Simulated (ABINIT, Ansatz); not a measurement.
# ScSi3 (Pm-3m): zone-centre phonons, part 3 of 3

Which modes does ScSi3 (Pm-3m) have at the zone centre?

ABINIT 10.8.3; DFT LDA, scalar-relativistic, plane waves, PseudoDojo norm-conserving pseudopotentials.

So far, lowest optical zone-centre mode (cm⁻¹): step 5 (zone-centre analysis) -45.4. The relaxed cell has a = 3.895 Å (conventional setting).

The structure was built from a prototype and need not be the compound's stable phase.

### Step 6. Sum rules set otherwise (asr 0)

Without the rule the raw error of the acoustic modes shows.

The input, anaddb.abi:

```
ddb_filepath "gamma_DDB"
output_file "anaddb.abo"
outdata_prefix "anaddb"
asr 0
chneut 0
enunit 2
eivec 1
nph1l 1
qph1l 0.0 0.0 0.0 1.0
```

The input, mrgddb.in:

```
gamma_DDB
merged
2
dfpt_gammao_DDB
gso_DDB
```

Started as:

```
$ mrgddb < mrgddb.in > mrgddb.log
$ OMP_NUM_THREADS=1 anaddb anaddb.abi > anaddb.log
```

anaddb.abo, the main output file:

```text
-outvars_anaddb: echo values of input variables ----------------------

 Miscellaneous information :
      enunit         2
       eivec         1
      chneut         0
 First list of wavevector (reduced coord.) :
       nph1l         1
       qph1l
                     0.00000000E+00  0.00000000E+00  0.00000000E+00    1.000E+00

================================================================================

 read the DDB information and perform some checks

  ==== Info on the Cryst% object ====
 Real(R)+Recip(G) space primitive vectors, cartesian coordinates (Bohr,Bohr^-1):
 R(1)=  7.3604780  0.0000000  0.0000000  G(1)=  0.1358607  0.0000000  0.0000000
 R(2)=  0.0000000  7.3604780  0.0000000  G(2)=  0.0000000  0.1358607  0.0000000
 R(3)=  0.0000000  0.0000000  7.3604780  G(3)=  0.0000000  0.0000000  0.1358607
 Unit cell volume ucvol=  3.9876593E+02 bohr^3
 Angles (23,13,12)=  9.00000000E+01  9.00000000E+01  9.00000000E+01 degrees
 Time-reversal symmetry is present
 Reduced atomic positions [iatom, xred, symbol]:
    1)    0.0000000  0.0000000  0.0000000  Sc
    2)    0.0000000  0.5000000  0.5000000  Si
    3)    0.5000000  0.0000000  0.5000000  Si
    4)    0.5000000  0.5000000  0.0000000  Si

 DDB file with 3 blocks has been read.

================================================================================

 Treat the first list of vectors

  Phonon wavevector (reduced coordinates) :  0.00000  0.00000  0.00000
 Phonon energies in Hartree :
  -2.065425E-04 -2.065425E-04 -2.065425E-04  2.713927E-05  2.713927E-05
   2.713927E-05  1.179201E-03  1.179201E-03  1.179201E-03  1.535954E-03
   1.535954E-03  1.535954E-03
 Phonon energies in meV     :
- -5.620309E+00 -5.620309E+00 -5.620309E+00  7.384973E-01  7.384973E-01
-  7.384973E-01  3.208771E+01  3.208771E+01  3.208771E+01  4.179544E+01
-  4.179544E+01  4.179544E+01
 Phonon frequencies in cm-1    :
- -4.533085E+01 -4.533085E+01 -4.533085E+01  5.956382E+00  5.956382E+00
-  5.956382E+00  2.588048E+02  2.588048E+02  2.588048E+02  3.371029E+02
-  3.371029E+02  3.371029E+02
 Phonon frequencies in Thz     :
- -1.358985E+00 -1.358985E+00 -1.358985E+00  1.785678E-01  1.785678E-01
-  1.785678E-01  7.758773E+00  7.758773E+00  7.758773E+00  1.010609E+01
-  1.010609E+01  1.010609E+01
 Phonon energies in Kelvin  :
- -6.522097E+01 -6.522097E+01 -6.522097E+01  8.569905E+00  8.569905E+00
-  8.569905E+00  3.723624E+02  3.723624E+02  3.723624E+02  4.850159E+02
-  4.850159E+02  4.850159E+02

 Eigendisplacements
 (will be given, for each mode : in cartesian coordinates
   for each atom the real part of the displacement vector,
   then the imaginary part of the displacement vector - absolute values smaller than 1.0d-7 are set to zero)
  Mode number    1   Energy   -2.065425E-04
 Attention : low frequency mode.
   (Could be unstable or acoustic mode)
-  1  0.00000000E+00  0.00000000E+00  1.55652516E-03
-     0.00000000E+00  0.00000000E+00  0.00000000E+00
-  2  0.00000000E+00  0.00000000E+00  6.11763037E-04
-     0.00000000E+00  0.00000000E+00  0.00000000E+00
-  3  0.00000000E+00  0.00000000E+00  6.11763037E-04
-     0.00000000E+00  0.00000000E+00  0.00000000E+00
-  4  0.00000000E+00  0.00000000E+00 -3.86081679E-03
-     0.00000000E+00  0.00000000E+00  0.00000000E+00
  Mode number    2   Energy   -2.065425E-04
 Attention : low frequency mode.
   (Could be unstable or acoustic mode)
-  1  0.00000000E+00  1.55652516E-03  0.00000000E+00
-     0.00000000E+00  0.00000000E+00  0.00000000E+00
-  2  0.00000000E+00  6.11763037E-04  0.00000000E+00
-     0.00000000E+00  0.00000000E+00  0.00000000E+00
-  3  0.00000000E+00 -3.86081679E-03  0.00000000E+00
-     0.00000000E+00  0.00000000E+00  0.00000000E+00
-  4  0.00000000E+00  6.11763037E-04  0.00000000E+00
-     0.00000000E+00  0.00000000E+00  0.00000000E+00
  Mode number    3   Energy   -2.065425E-04
 Attention : low frequency mode.
   (Could be unstable or acoustic mode)
-  1  1.55652516E-03  0.00000000E+00  0.00000000E+00
-     0.00000000E+00  0.00000000E+00  0.00000000E+00
-  2 -3.86081679E-03  0.00000000E+00  0.00000000E+00
-     0.00000000E+00  0.00000000E+00  0.00000000E+00
-  3  6.11763037E-04  0.00000000E+00  0.00000000E+00
-     0.00000000E+00  0.00000000E+00  0.00000000E+00
-  4  6.11763037E-04  0.00000000E+00  0.00000000E+00
-     0.00000000E+00  0.00000000E+00  0.00000000E+00
  Mode number    4   Energy    2.713927E-05
-  1  0.00000000E+00  0.00000000E+00  2.08406018E-03
-     0.00000000E+00  0.00000000E+00  0.00000000E+00
-  2  0.00000000E+00  0.00000000E+00  2.07071442E-03
-     0.00000000E+00  0.00000000E+00  0.00000000E+00
-  3  0.00000000E+00  0.00000000E+00  2.07071442E-03
-     0.00000000E+00  0.00000000E+00  0.00000000E+00
-  4  0.00000000E+00  0.00000000E+00  2.00113295E-03
-     0.00000000E+00  0.00000000E+00  0.00000000E+00
  Mode number    5   Energy    2.713927E-05
-  1  0.00000000E+00  2.08406018E-03  0.00000000E+00
-     0.00000000E+00  0.00000000E+00  0.00000000E+00
-  2  0.00000000E+00  2.07071442E-03  0.00000000E+00
-     0.00000000E+00  0.00000000E+00  0.00000000E+00
-  3  0.00000000E+00  2.00113295E-03  0.00000000E+00
-     0.00000000E+00  0.00000000E+00  0.00000000E+00
-  4  0.00000000E+00  2.07071442E-03  0.00000000E+00
-     0.00000000E+00  0.00000000E+00  0.00000000E+00
  Mode number    6   Energy    2.713927E-05
-  1  2.08406018E-03  0.00000000E+00  0.00000000E+00
-     0.00000000E+00  0.00000000E+00  0.00000000E+00
-  2  2.00113295E-03  0.00000000E+00  0.00000000E+00
-     0.00000000E+00  0.00000000E+00  0.00000000E+00
-  3  2.07071442E-03  0.00000000E+00  0.00000000E+00
-     0.00000000E+00  0.00000000E+00  0.00000000E+00
-  4  2.07071442E-03  0.00000000E+00  0.00000000E+00
-     0.00000000E+00  0.00000000E+00  0.00000000E+00
  Mode number    7   Energy    1.179201E-03
-  1  0.00000000E+00  0.00000000E+00  0.00000000E+00
-     0.00000000E+00  0.00000000E+00  0.00000000E+00
-  2  0.00000000E+00  0.00000000E+00 -3.12509966E-03
-     0.00000000E+00  0.00000000E+00  0.00000000E+00
-  3  0.00000000E+00  0.00000000E+00  3.12509966E-03
-     0.00000000E+00  0.00000000E+00  0.00000000E+00
-  4  0.00000000E+00  0.00000000E+00  0.00000000E+00
-     0.00000000E+00  0.00000000E+00  0.00000000E+00
  Mode number    8   Energy    1.179201E-03
-  1  0.00000000E+00  0.00000000E+00  0.00000000E+00
-     0.00000000E+00  0.00000000E+00  0.00000000E+00
-  2  0.00000000E+00  3.12509966E-03  0.00000000E+00
-     0.00000000E+00  0.00000000E+00  0.00000000E+00
-  3  0.00000000E+00  0.00000000E+00  0.00000000E+00
-     0.00000000E+00  0.00000000E+00  0.00000000E+00
-  4  0.00000000E+00 -3.12509966E-03  0.00000000E+00
-     0.00000000E+00  0.00000000E+00  0.00000000E+00
  Mode number    9   Energy    1.179201E-03
-  1  0.00000000E+00  0.00000000E+00  0.00000000E+00
-     0.00000000E+00  0.00000000E+00  0.00000000E+00
-  2  0.00000000E+00  0.00000000E+00  0.00000000E+00
-     0.00000000E+00  0.00000000E+00  0.00000000E+00
-  3  3.12509966E-03  0.00000000E+00  0.00000000E+00
-     0.00000000E+00  0.00000000E+00  0.00000000E+00
-  4 -3.12509966E-03  0.00000000E+00  0.00000000E+00
-     0.00000000E+00  0.00000000E+00  0.00000000E+00
  Mode number   10   Energy    1.535954E-03
-  1  0.00000000E+00 -1.08797417E-07  2.33163956E-03
-     0.00000000E+00  0.00000000E+00  0.00000000E+00
-  2  0.00000000E+00  1.05418849E-07 -2.25923342E-03
-     0.00000000E+00  0.00000000E+00  0.00000000E+00
-  3  0.00000000E+00  0.00000000E+00 -2.25923342E-03
-     0.00000000E+00  0.00000000E+00  0.00000000E+00
-  4  0.00000000E+00  1.05418849E-07  7.88705513E-04
-     0.00000000E+00  0.00000000E+00  0.00000000E+00
  Mode number   11   Energy    1.535954E-03
-  1  0.00000000E+00 -2.33163956E-03 -1.08797417E-07
-     0.00000000E+00  0.00000000E+00  0.00000000E+00
-  2  0.00000000E+00  2.25923342E-03  1.05418850E-07
-     0.00000000E+00  0.00000000E+00  0.00000000E+00
-  3  0.00000000E+00 -7.88705513E-04  1.05418850E-07
-     0.00000000E+00  0.00000000E+00  0.00000000E+00
-  4  0.00000000E+00  2.25923342E-03  0.00000000E+00
-     0.00000000E+00  0.00000000E+00  0.00000000E+00
  Mode number   12   Energy    1.535954E-03
-  1  2.33163957E-03  0.00000000E+00  0.00000000E+00
-     0.00000000E+00  0.00000000E+00  0.00000000E+00
-  2  7.88705513E-04  0.00000000E+00  0.00000000E+00
-     0.00000000E+00  0.00000000E+00  0.00000000E+00
-  3 -2.25923342E-03  0.00000000E+00  0.00000000E+00
-     0.00000000E+00  0.00000000E+00  0.00000000E+00
-  4 -2.25923342E-03  0.00000000E+00  0.00000000E+00
-     0.00000000E+00  0.00000000E+00  0.00000000E+00

 Analysis of degeneracies and characters (maximum tolerance=1.00E-06 a.u.)
 For each vibration mode, or group of modes if degenerate,
 the characters are given for each symmetry operation (see the list in the log file).
 Symmetry characters of vibration mode #   1
       degenerate with vibration modes #   2 to    3
  3.0 -3.0 -1.0  1.0 -1.0  1.0 -1.0  1.0  1.0 -1.0 -1.0  1.0  1.0 -1.0 -1.0  1.0
  0.0 -0.0  0.0 -0.0 -0.0  0.0 -0.0  0.0  1.0 -1.0 -1.0  1.0 -1.0  1.0  1.0 -1.0
  0.0 -0.0 -0.0  0.0 -0.0  0.0  0.0 -0.0  1.0 -1.0  1.0 -1.0 -1.0  1.0 -1.0  1.0
 Symmetry characters of vibration mode #   4
       degenerate with vibration modes #   5 to    6
  3.0 -3.0 -1.0  1.0 -1.0  1.0 -1.0  1.0  1.0 -1.0 -1.0  1.0  1.0 -1.0 -1.0  1.0
 -0.0  0.0  0.0 -0.0  0.0 -0.0 -0.0  0.0  1.0 -1.0 -1.0  1.0 -1.0  1.0  1.0 -1.0
 -0.0  0.0  0.0 -0.0 -0.0  0.0  0.0 -0.0  1.0 -1.0  1.0 -1.0 -1.0  1.0 -1.0  1.0
 Symmetry characters of vibration mode #   7
       degenerate with vibration modes #   8 to    9
  3.0 -3.0 -1.0  1.0 -1.0  1.0 -1.0  1.0 -1.0  1.0  1.0 -1.0 -1.0  1.0  1.0 -1.0
  0.0 -0.0 -0.0  0.0  0.0 -0.0 -0.0  0.0 -1.0  1.0  1.0 -1.0  1.0 -1.0 -1.0  1.0
  0.0 -0.0  0.0 -0.0 -0.0  0.0 -0.0  0.0 -1.0  1.0 -1.0  1.0  1.0 -1.0  1.0 -1.0
 Symmetry characters of vibration mode #  10
       degenerate with vibration modes #  11 to   12
  3.0 -3.0 -1.0  1.0 -1.0  1.0 -1.0  1.0  1.0 -1.0 -1.0  1.0  1.0 -1.0 -1.0  1.0
  0.0 -0.0 -0.0  0.0  0.0 -0.0 -0.0  0.0  1.0 -1.0 -1.0  1.0 -1.0  1.0  1.0 -1.0
  0.0 -0.0  0.0 -0.0 -0.0  0.0 -0.0  0.0  1.0 -1.0  1.0 -1.0 -1.0  1.0 -1.0  1.0
-
```

Elapsed: 0.51 s, on 1 thread of Arm Neoverse V2, shared host.

Read from the output:

* highest optical zone-centre mode (no LO-TO term): 337.1 cm⁻¹
* lowest optical zone-centre mode: -45.33 cm⁻¹

Zone-centre frequencies as printed; negative means imaginary. Modes:

| mode | frequency (cm⁻¹) |
| --- | --- |
| 1 | -45.33 |
| 2 | -45.33 |
| 3 | -45.33 |
| 4 | 5.96 |
| 5 | 5.96 |
| 6 | 5.96 |
| 7 | 258.8 |
| 8 | 258.8 |
| 9 | 258.8 |
| 10 | 337.1 |
| 11 | 337.1 |
| 12 | 337.1 |

### Step 7. The same in Ansatz

A second program on the same cell, potentials, cutoff and meshes tests the implementation of the phonon response, not its convergence.

This step: DFT LDA, scalar-relativistic, plane waves, PseudoDojo norm-conserving pseudopotentials (Ansatz 0.2.0).

The input, input.yaml:

```yaml
crystal:
  lattice:
    - [3.8949971969, 0.0, 0.0]
    - [0.0, 3.8949971969, 0.0]
    - [0.0, 0.0, 3.8949971969]
  atoms:
    - { symbol: Sc, position: [0.0, 0.0, 0.0] }
    - { symbol: Si, position: [0.0, 0.5, 0.5] }
    - { symbol: Si, position: [0.5, 0.0, 0.5] }
    - { symbol: Si, position: [0.5, 0.5, 0.0] }
kpoints:
  mp_grid: { grid: [8, 8, 8] }
hamiltonian:
  xc: lda
  pseudopotentials: { kind: nc, accuracy: standard }
scf:
  occupations: { method: gaussian, width: 0.27211 }
output:
  eigenvalues: true
basis:
  ecutwfc: 952.399
phonons:
  method: dfpt
```

Started as:

```
$ ansatz run input.yaml --threads 4 --pin off --max-ram 8192MiB --backend cpu --events-out ev --progress --plain --runs-dir out
```

The log of the run:

```text
Warning: basis.ecutwfc = 952.399 eV is below the records' recommended 1061.244064 eV, and the density's cutoff is lower with it unless basis.ecutrho_ratio is high enough to keep the records' density cutoff: compare with a run at a higher cutoff
zone centre: on kpoints.mp_grid the ground state, and the responses unless they are solved on pairs of k-points, stand on 125 of the mesh's 512 k-points, reduced under 8 symmetry operations, with k and −k counted as one. Each operation leaves every solved displacement unchanged or reverses it
Engine: ansatz 0.2.0, aarch64-unknown-linux-gnu
Pseudopotentials: kind: nc
Pseudopotential: Sc, nc, valence charge 11, recommended cutoff 1061.244064 eV (normal), Sc.nc.azcp (PseudoDojo's, or run here from an input of PseudoDojo's; its table is named by hamiltonian.pseudopotentials.accuracy)
Pseudopotential: Si, nc, valence charge 4, recommended cutoff 435.38218 eV (normal), Si.nc.azcp (PseudoDojo's, or run here from an input of PseudoDojo's; its table is named by hamiltonian.pseudopotentials.accuracy)
Functional definition: SPW92
  exchange = slater_x
  correlation = pw_c
Crystal: 4 atoms, lattice volume = 59.091 Å³
Basis set: ecut = 952.399 eV, 3911 PW (Γ), exchange–correlation on 80×80×80 points (8 copies of the dense FFT grid, shifted against one another)
Bands: 16, of which v1, the nominal top of the filled ones, is band 12 counted from 1 (11 counted from 0)
Symmetry: 48 space group operations
k-points: 125 of 512 (irreducible under 8 space group operations)
Non-local potential: Sc, projectors of the file, l = 0: 2, l = 1: 2, l = 2: 2
Non-local potential: Si, projectors of the file, l = 0: 2, l = 1: 2, l = 2: 2
Initial density: superposition of atomic densities (chi_scale 0.1, normalization cell, long waves kept (reshape's long-wave potential 0.00 eV rms))
Initial wavefunctions: pseudopotential atomic-orbital guess
Functional: x = slater, c = lda
SCF iter   1: F=—  HF=-1665.754052 eV  |F-HF|=—  |Δ(HF+E_count)|=         —  Δρ=3.80e-2  dr2=1.78e0  ethr=3.10e-3  ⟨swp⟩=5.7  Hψ=22290  notcnv=0
automatic band count: the SCF goes on with 20 bands, as 16 were too few: they end inside the smearing window of the response
preconditioner: auto → Kerker (q_TF=auto, 2.331 Å⁻¹)  [metal: Δε(μ)=0.089 eV  Ē_g=8.154 eV  σ=0.272 eV  W_gap=0.18  n_scr=18 (ndim 8)  ℏωp=18.7 eV  f_vac=0.000  D(μ)=1.72/eV (n_scr^D=18)]
SCF iter   2: F=—  HF=-1665.422836 eV  |F-HF|=—  |Δ(HF+E_count)|=   3.31e-1  Δρ=1.72e-2  dr2=2.51e-1  ethr=3.10e-3  ⟨swp⟩=1.8  Hψ=3784  notcnv=0  defer=118
SCF iter   3: F=—  HF=-1665.348765 eV  |F-HF|=—  |Δ(HF+E_count)|=   7.41e-2  Δρ=6.92e-3  dr2=4.60e-2  ethr=1.09e-3  ⟨swp⟩=2.0  Hψ=3396  notcnv=0  defer=118
SCF iter   4: F=—  HF=-1665.332228 eV  |F-HF|=—  |Δ(HF+E_count)|=   1.65e-2  Δρ=8.96e-4  dr2=4.26e-4  ethr=2.00e-4  ⟨swp⟩=2.4  Hψ=3169  notcnv=0  defer=118
SCF iter   5: F=—  HF=-1665.332129 eV  |F-HF|=—  |Δ(HF+E_count)|=   9.88e-5  Δρ=3.02e-4  dr2=3.07e-5  ethr=1.85e-6  ⟨swp⟩=2.3  Hψ=3794  notcnv=0  defer=136
SCF iter   6: F=—  HF=-1665.332126 eV  |F-HF|=—  |Δ(HF+E_count)|=   3.78e-6  Δρ=2.99e-5  dr2=3.51e-7  ethr=1.34e-7  ⟨swp⟩=2.5  Hψ=3552  notcnv=0  defer=136
SCF iter   7: F=—  HF=-1665.332125 eV  |F-HF|=—  |Δ(HF+E_count)|=   9.14e-7  Δρ=4.04e-6  dr2=5.09e-9  ethr=1.52e-9  ⟨swp⟩=2.4  Hψ=3595  notcnv=0  defer=247
SCF iter   8: F=—  HF=-1665.332125 eV  |F-HF|=—  |Δ(HF+E_count)|=   1.57e-9  Δρ=1.27e-6  dr2=3.89e-10  ethr=2.21e-11  ⟨swp⟩=2.1  Hψ=3532  notcnv=0  defer=247
SCF iter   9: F=—  HF=-1665.332125 eV  |F-HF|=—  |Δ(HF+E_count)|=  1.41e-10  Δρ=2.43e-7  dr2=1.82e-11  ethr=1.69e-12  ⟨swp⟩=2.6  Hψ=3660  notcnv=0  defer=247
SCF iter  10: F=-1665.332125 eV  HF=-1665.332125 eV  |F-HF|=2.27e-13  |Δ(HF+E_count)|=  6.82e-12  Δρ=5.24e-9  dr2=6.48e-15  ethr=1.00e-12  ⟨swp⟩=11.1  Hψ=13106  notcnv=0
SCF 1 converged in 10 iterations: F = -1665.332125 eV  dr2 = 6.48e-15
DFPT response loops at Γ: preconditioner auto → Kerker (q_TF=auto, 2.331 Å⁻¹) (partly filled bands, converged f_vac=0.000); β = 1.00, the filter's whole step (`scf.mixing.beta` (0.50) is not read by the response loops under this deck's `scf.mixing.preconditioner`; to damp them name `kerker` or `kerker_dos`, under which they read `scf.mixing.beta`, and type it under 1.00, their step now; both keys bind the ground state too); Broyden in place of MSR1
SCF converged after 10 iterations
Free energy (F): -1665.332125 eV
Harris-Foulkes:  -1665.332125 eV  (|F-HF|=2.27e-13)
Internal energy: -1665.278133 eV  (E = F + TS)
E sigma→0 (E₀):  -1665.305129 eV
Entropy (-TS):   -0.053991 eV (-13.498 meV/atom)
Fermi energy:    11.951903 eV
--- Per-component energies (eV) ---
  E_band       = -67.313188
  E_kinetic    = 620.729510
  E_local      = -1107.470735  (includes V_loc(G=0)·N_el)
  E_nonlocal   = 109.758436
  E_hartree    = 336.105757
  E_xc         = -350.408602
  E_vxc        = -362.541913  (∫ρ·V_xc dr)
  E_ewald      = -1273.992499
  E_smearing   = -0.053991  (= −TS)
  E_closure    = 0.000000  (closes the sum)
  Σ components = -1665.332125   (vs F -1665.332125, Δ=0.00e0)
--- Band table (eV; the first three rows and the last of 125) ---
  k-point 0: bands = [... 8 lower, 7.8888, 7.8888, 12.5651, 12.6529, 12.6529, 12.6529, 14.7380, 14.7380, ... 4 higher]
  k-point 1: bands = [... 8 lower, 7.9272, 8.7658, 12.2569, 12.2569, 12.7123, 13.0897, 13.1666, 15.1396, ... 4 higher]
  k-point 2: bands = [... 8 lower, 8.0233, 9.8839, 11.5571, 11.6618, 11.6618, 12.8655, 14.0621, 15.6518, ... 4 higher]
  k-point 124: bands = [... 8 lower, 7.0485, 7.0485, 7.0485, 12.6625, 14.2895, 14.2895, 15.5016, 15.5016, ... 4 higher]
--- Phonons (Γ-DFPT): 3 representative perturbations + reference, on 125 of 512 k-points (Σ response iterations 10) ---
  k mesh reduced under 8 symmetry operations, with k and −k counted as one. Each operation leaves every solved displacement unchanged or reverses it
  ASR residual: 3.203e-5 → 0.000e0 eV/Å²; symmetrization residual: 2.474e-6 eV/Å²
  ASR residual per site (eV/Å²): 3.20e-5 1.95e-6 1.95e-6 1.95e-6
  Γ frequencies (cm⁻¹): -45.55 -45.55 -45.55 0.00 0.00 0.00 258.80 258.80 258.80 337.03 337.03 337.03
  non-analytic LO–TO correction: not included (Born effective charges unavailable; polar crystals: no LO–TO splitting at Γ)
```

It took 28 s on 4 threads; peak memory 1.5 GiB.

Numbers from this step:

```yaml
sum_rule_residual_before_enforcement: 3.20e-5 eV/Å²
highest_optical_zone_centre_mode_no_lo_to_term: 337.0 cm⁻¹
lowest_optical_zone_centre_mode: -45.55 cm⁻¹
```

### Step 8. The two compared: ABINIT PseudoDojo and Ansatz, PseudoDojo

Worked out from the results:

```yaml
root_mean_square_difference: 0.07 cm⁻¹
largest_difference: 0.12 cm⁻¹
```

Frequencies side by side, by row:

| q (reciprocal lattice) | mode | ABINIT PseudoDojo (cm⁻¹) | Ansatz, PseudoDojo (cm⁻¹) |
| --- | --- | --- | --- |
| 0 0 0 | 1 | -45.43 | -45.55 |
| 0 0 0 | 2 | -45.43 | -45.55 |
| 0 0 0 | 3 | -45.43 | -45.55 |
| 0 0 0 | 4 | 0 | 0 |
| 0 0 0 | 5 | 0 | 0 |
| 0 0 0 | 6 | 0 | 0 |
| 0 0 0 | 7 | 258.8 | 258.8 |
| 0 0 0 | 8 | 258.8 | 258.8 |
| 0 0 0 | 9 | 258.8 | 258.8 |
| 0 0 0 | 10 | 337 | 337 |
| 0 0 0 | 11 | 337 | 337 |
| 0 0 0 | 12 | 337 | 337 |

At the zone centre the largest difference (acoustic modes at Γ apart) is 0.04 % of the highest mode.

### Step 9. Results

| Item | Value |
| --- | --- |
| space group after relaxation | Pm-3m |
| volume per atom | 14.8 Å³ |
| highest optical zone-centre mode (no LO-TO term) | 337.0 cm⁻¹ |
| lowest optical zone-centre mode | -45.4 cm⁻¹ |
| imaginary optical modes at the zone centre (no q mesh in this session) | yes |
| largest difference from Ansatz, PseudoDojo | 0.12 cm⁻¹ |

**Reading.** At the LDA level the optical modes of ScSi3 (Pm-3m) at the zone centre run from 45i to 337 cm⁻¹, so the structure is a saddle point, with 3 modes beyond 10i cm⁻¹ there. ABINIT PseudoDojo and Ansatz, PseudoDojo agree to 0.12 cm⁻¹ (0.04 % of the highest mode compared) on all solved modes but the acoustic ones at Γ, without the LO-TO term. These are harmonic frequencies at zero temperature: anharmonic shifts and linewidths and thermal expansion are left out. In a metal the frequencies hang on the k mesh and the smearing, most of all near Kohn anomalies. The runs are without spin polarisation, although the cell has an odd electron count or an open d or f shell, so a magnetic state was not tested. Ansatz warns that the cutoff lies 10 % under the one recommended for these files; agreement at one cutoff is not convergence. The structure is a hypothetical one, built on a prototype.

[Host names and launcher messages were left out of these logs when they were recorded.]

[Logs are printed without paths, hosts, clocks, repeated set-up lines and the standing remarks that a program may print on its own settings, such as how far it seeks lower states.]

[Hosts, paths, dates, database ids (printed as entryN), source tags and the programs' standing remarks are cut or masked in the printed files.]
